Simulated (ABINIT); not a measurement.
An input for ABINIT 10.8.3 (LaAlH6 (R-3m)):

```
acell 3*1.0 Angstrom
rprim 
  3.258000458606 1.881007441796 2.097130288200
  -3.258000458606 1.881007441796 2.097130288200
  -0.000000000000 -3.762014883593 2.097130288200
ntypat 3
znucl 57 13 1
natom 8
typat 1 2 3 3 3 3 3 3
xred 
  0.500000000000 0.500000000000 0.500000000000
  0.000000000000 0.000000000000 0.000000000000
  0.939950120000 0.291822870000 0.291822870000
  0.291822870000 0.939950120000 0.291822870000
  0.291822870000 0.291822870000 0.939950120000
  0.060049880000 0.708177130000 0.708177130000
  0.708177130000 0.060049880000 0.708177130000
  0.708177130000 0.708177130000 0.060049880000
pp_dirpath "pseudos"
pseudos "La.upf, Al.upf, H.upf"
ecut 50
ngkpt 6 6 6
nshiftk 1
shiftk 0 0 0
kptopt 1
chksymbreak 0
nband 18
occopt 1
tolvrs 1e-10
nstep 60
prtwf 0
optforces 0
optstress 0
indata_prefix "in"
outdata_prefix "out"
tmpdata_prefix "tmp"
```

```sh
OMP_NUM_THREADS=1 mpirun -n 4 abinit run.abi > log
```

Q: Estimate wall time and host memory on 4 MPI ranks of Arm Neoverse V2, shared host.

It took 99 s; on shared hardware allow 50 s to 3.3 min. Peak host memory was 0.47 GiB.

[Paths, hosts, dates, memory and timing lines, banners, echoed tables and standing remarks are left out of the program output.]

[Logs are printed without paths, hosts, clocks, repeated set-up lines and the standing remarks that a program may print on its own settings, such as how far it seeks lower states.]

[Runs of the session that timed out or met a known fault of the program may be left out.]

[Hosts, paths, dates, database ids (printed as entryN), source tags and the programs' standing remarks are cut or masked in the printed files.]

[G0W0 gaps are taken among the corrected bands and points alone; a level outside them can change the order at an edge.]

[Where Ansatz stands beside ABINIT at settings called matched, ABINIT's density can come from a denser mesh and the files from another edition; pairs whose starting gaps differed by over 0.03 eV were left out, so agreement reads better than it is.]
